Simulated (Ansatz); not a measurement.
# Ba3PbO (model cell, started as antiperovskite): a soft mode frozen in, part 3 of 3

Wanted: the energy along a soft mode of Ba3PbO (model cell, started as antiperovskite) and the structure at the end.

Ansatz 0.2.0; DFT PBEsol, scalar-relativistic, plane waves, PAW; PAW set soft_1.

So far. Step 5 (Energy along the mode, all amplitudes (two of the runs …): The lowest of the steps tried is at 0.14 Å, 0.345 meV/atom below the parent; the bottom of the well need not coincide with a step. Step 7 (The new phase in its own primitive cell): The largest force component left is 0.23 meV/Å and the pressure is 0.002 GPa, within the tolerances set. The cell now holds 31.75 Å³/atom. The relaxed cell has a = 7.661, c = 18.738 Å (conventional setting).

The structure was built from a prototype and need not be the compound's stable phase.

### 8. Modes of the new phase, k-mesh 6×6×6

A relaxed structure may still be a saddle point, so its zone-centre modes are computed. No field response is asked, since the mesh shows no gap.

Contents of input.yaml:

```yaml
crystal:
  lattice:
    - [3.8304085386, 2.2114874009, 6.2461463227]
    - [-3.8304085386, 2.2114874009, 6.2461463227]
    - [0.0, -4.4229748017, 6.2461463227]
  atoms:
    - { symbol: Pb, position: [0.25, 0.25, 0.25] }
    - { symbol: Pb, position: [0.75, 0.75, 0.75] }
    - { symbol: O, position: [0.5, 0.5, 0.5] }
    - { symbol: O, position: [0.0, 0.0, 0.0] }
    - { symbol: Ba, position: [0.2705725732, 0.75, 0.2294274268] }
    - { symbol: Ba, position: [0.7294274268, 0.25, 0.7705725732] }
    - { symbol: Ba, position: [0.7705725732, 0.7294274268, 0.25] }
    - { symbol: Ba, position: [0.2294274268, 0.2705725732, 0.75] }
    - { symbol: Ba, position: [0.25, 0.7705725732, 0.7294274268] }
    - { symbol: Ba, position: [0.75, 0.2294274268, 0.2705725732] }
kpoints:
  mp_grid: { grid: [6, 6, 6] }
hamiltonian:
  xc: pbesol
  pseudopotentials: { kind: paw, azcp: { folder: soft_1 }, xc_functional: pbe }
scf:
  occupations: { method: methfessel_paxton, width: 0.2 }
output:
  eigenvalues: true
phonons:
  method: dfpt
```

Launch:

```console
$ ansatz run input.yaml --threads 8 --pin off --max-ram 16384MiB --backend cpu --events-out ev --progress --plain --runs-dir out
```

Numbers of over 12 decimals in the logs are rounded to 6 here.

What it wrote:

```text
[...]
Crystal: 10 atoms, lattice volume = 317.463 Å³
Basis set: ecut = 420 eV, 6183 PW (Γ), exchange–correlation on 108×108×108 points (8 copies of the dense FFT grid, shifted against one another)
Bands: 60, of which v1, the nominal top of the filled ones, is band 50 counted from 1 (49 counted from 0)
Symmetry: 12 space group operations
k-points: 112 of 216 (irreducible under 1 space group operation, time reversal used)
[...]
SCF iter   1: F=—  HF=-59829.246023 eV  |F-HF|=—  |Δ(HF+E_count)|=         —  Δρ=9.60e-2  dr2=3.55e1  ethr=3.10e-3  ⟨swp⟩=12.5  Hψ=37301  notcnv=0
[...]
SCF iter  12: F=-59821.956999 eV  HF=-59821.956999 eV  |F-HF|=1.46e-11  |Δ(HF+E_count)|=  2.91e-11  S|Δr|=    0.00e0  Δρ=1.22e-8  dr2=4.18e-13  ethr=1.00e-12  ⟨swp⟩=14.5  Hψ=34374  notcnv=0
SCF 1 converged in 12 iterations: F = -59821.956999 eV  dr2 = 4.18e-13
[...]
DFPT response loops at Γ: preconditioner auto → Kerker (q_TF=auto, 2.250 Å⁻¹) (partly filled bands, converged f_vac=0.000); β = 1.00, the filter's whole step (`scf.mixing.beta` (0.50) is not read by the response loops under this deck's `scf.mixing.preconditioner`; to damp them name `kerker` or `kerker_dos`, under which they read `scf.mixing.beta`, and type it under 1.00, their step now; both keys bind the ground state too); Broyden in place of MSR1
SCF converged after 12 iterations
[...]
Free energy (F): -59821.956999 eV
[...]
Internal energy: -59821.969196 eV  (E = F + TS)
E sigma→0 (E₀):  -59821.960048 eV
Entropy (-TS):   0.012197 eV (1.220 meV/atom)
Fermi energy:    9.728544 eV
[...]
--- Band table (eV; the first three rows and the last of 112) ---
  k-point 0: bands = [... 46 lower, 9.6014, 9.6014, 9.6323, 9.8719, 9.9241, 9.9241, 10.1616, 10.2110, ... 6 higher]
  k-point 1: bands = [... 46 lower, 9.3447, 9.3697, 9.4573, 9.4970, 9.9230, 9.9241, 10.2450, 10.5826, ... 6 higher]
  k-point 2: bands = [... 46 lower, 9.0974, 9.1239, 9.2302, 9.2586, 10.1939, 10.2023, 10.7237, 11.0460, ... 6 higher]
  k-point 111: bands = [... 46 lower, 9.0899, 9.0899, 9.0899, 9.0899, 10.6674, 10.6674, 10.6674, 10.6674, ... 6 higher]
--- Phonons (Γ-DFPT): 6 representative perturbations + reference, on 112 of 216 k-points (Σ response iterations 24) ---
  k mesh reduced under 1 symmetry operation, with k and −k counted as one. Each operation leaves every solved perturbation unchanged. A smaller set is not used because it would not reduce the number of displacements times k-points to solve
  ASR residual: 2.527e-5 → 0.000e0 eV/Å²; symmetrization residual: 1.078e-5 eV/Å²
  ASR residual per site (eV/Å²): 1.60e-5 1.60e-5 2.53e-5 2.53e-5 1.29e-5 1.29e-5 1.55e-5 1.55e-5 1.29e-5 1.29e-5
  Γ frequencies (cm⁻¹): 0.00 0.00 0.00 2.60 2.60 20.61 42.53 42.53 49.04 49.94 52.34 52.34 53.17 53.17 53.58 57.11 57.11 96.73 99.03 99.03 105.32 106.77 106.77 153.52 153.93 153.93 153.93 278.61 279.21 279.21
  non-analytic LO–TO correction: not included (Born effective charges unavailable; polar crystals: no LO–TO splitting at Γ)
```

It took 7.2 min on 8 threads of Arm Neoverse V1, shared host; peak memory 7.8 GiB; 56 min of CPU time.

This step gave:

| Property | Result |
| --- | --- |
| sum-rule residual before enforcement | 2.53e-5 eV/Å² |
| point group | -3m |
| highest optical mode at the zone centre (no LO-TO term) | 279.2 cm⁻¹ |
| lowest optical zone-centre mode | 2.6 cm⁻¹ |

Patterns of degenerate modes are one choice out of their space. Modes at Γ, with each element's share of the kinetic energy:

| mode | frequency (cm⁻¹) | symmetry | Pb % | O % | Ba % |
| --- | --- | --- | --- | --- | --- |
| 1 | 0.0 | acoustic | 33 | 3 | 65 |
| 2 | 0.0 | acoustic | 33 | 3 | 65 |
| 3 | 0.0 | acoustic | 33 | 3 | 65 |
| 4 | 2.6 | Eg | 0 | 0 | 100 |
| 5 | 2.6 | Eg | 0 | 0 | 100 |
| 6 | 20.6 | A1g | 0 | 0 | 100 |
| 7 | 42.5 | Eu | 1 | 0 | 99 |
| 8 | 42.5 | Eu | 1 | 0 | 99 |
| 9 | 49.0 | A1u | 0 | 0 | 100 |
| 10 | 49.9 | A2g | 99 | 0 | 1 |
| 11 | 52.3 | Eg | 67 | 0 | 33 |
| 12 | 52.3 | Eg | 67 | 0 | 33 |
| 13 | 53.2 | Eg | 32 | 0 | 68 |
| 14 | 53.2 | Eg | 32 | 0 | 68 |
| 15 | 53.6 | A2u | 67 | 0 | 33 |
| 16 | 57.1 | Eu | 66 | 0 | 34 |
| 17 | 57.1 | Eu | 66 | 0 | 34 |
| 18 | 96.7 | A2g | 1 | 0 | 99 |
| 19 | 99.0 | Eg | 1 | 0 | 99 |
| 20 | 99.0 | Eg | 1 | 0 | 99 |
| 21 | 105.3 | A2u | 0 | 2 | 98 |
| 22 | 106.8 | Eu | 0 | 2 | 97 |
| 23 | 106.8 | Eu | 0 | 2 | 97 |
| 24 | 153.5 | A2g | 0 | 0 | 100 |
| 25 | 153.9 | not assigned | 0 | 95 | 5 |
| 26 | 153.9 | not assigned | 0 | 95 | 5 |
| 27 | 153.9 | not assigned | 0 | 95 | 5 |
| 28 | 278.6 | A1u | 0 | 100 | 0 |
| 29 | 279.2 | Eu | 0 | 100 | 0 |
| 30 | 279.2 | Eu | 0 | 100 | 0 |

Displacements in mode 6 (20.6 cm⁻¹), the largest set to 1:
```
Pb1  0.00  0.00  0.00
Pb2  0.00  0.00  0.00
O3   0.00  0.00  0.00
O4   0.00  0.00  0.00
Ba5 -0.50 -0.87  0.00
Ba6  0.50  0.87  0.00
Ba7 -1.00  0.00  0.00
Ba8  1.00  0.00  0.00
Ba9  0.50 -0.87  0.00
Ba10-0.50  0.87  0.00
```

Displacements in mode 10 (49.9 cm⁻¹), the largest set to 1:
```
Pb1  0.00  0.00  1.00
Pb2  0.00  0.00 -1.00
O3   0.00  0.00  0.00
O4   0.00  0.00  0.00
Ba5 -0.03  0.02  0.05
Ba6  0.03 -0.02 -0.05
Ba7  0.00  0.03 -0.05
Ba8  0.00 -0.03  0.05
Ba9 -0.03 -0.02 -0.05
Ba10 0.03  0.02  0.05
```

Before it was imposed, the acoustic sum rule was missed by 2.5e-5 eV/Å². Small misses are needed for a sound result but don't prove that mesh and cutoff are converged. The lowest optical mode is real, 2.6 cm⁻¹.

### 9. Results

| Quantity | Value |
| --- | --- |
| unstable mode of the parent | q = (-0.5, -0.5, -0.5), 14i cm⁻¹ |
| depth at the lowest point sampled | 0.345 meV/atom |
| largest atomic shift at that point | 0.14 Å |
| space group reached (within 0.01 Å) | R-3c |
| energy gained over the parent (first relaxation, on the mesh of the frozen mode) | 0.355 meV/atom |
| volume per atom, phase reached | 31.7 Å³ |
| lowest optical zone-centre mode, phase reached | 2.6 cm⁻¹ |
| highest optical mode at the zone centre (no LO-TO term), phase reached | 279 cm⁻¹ |

In words: Along this mode the structure falls into R-3c, 0.355 meV/atom below the parent. At the parent's cell the well is 0.345 meV/atom deep on the steps tried, with its lowest point at a shift of 0.14 Å. Relaxing atoms and cell changes the gain by +0.01 meV/atom against the lowest step (energies at zero smearing). The new phase has no imaginary mode at the zone centre of its cell; other wavevectors were not checked. How so shallow a well moves with the k mesh was not tested. Each path keeps the symmetry of its pattern, so a lower phase may lie along a pattern not tried. With no gap, or one that is small against the smearing, the frequencies hang on the k mesh and the smearing, most of all near Kohn anomalies. An optical mode within 15 cm⁻¹ of zero is at the mercy of small errors in the force constants, and even its sign is uncertain. Spin-orbit coupling is left out, which can matter for the heavy elements here. The PAW files were made for PBE and serve the other functionals too. The starting cell was built on a prototype and not taken from a measurement, so the phase need not exist.

[Logs are printed without paths, hosts, clocks, repeated set-up lines and the standing remarks that a program may print on its own settings, such as how far it seeks lower states.]

[Hosts, paths, dates, database ids (printed as entryN), source tags and the programs' standing remarks are cut or masked in the printed files.]
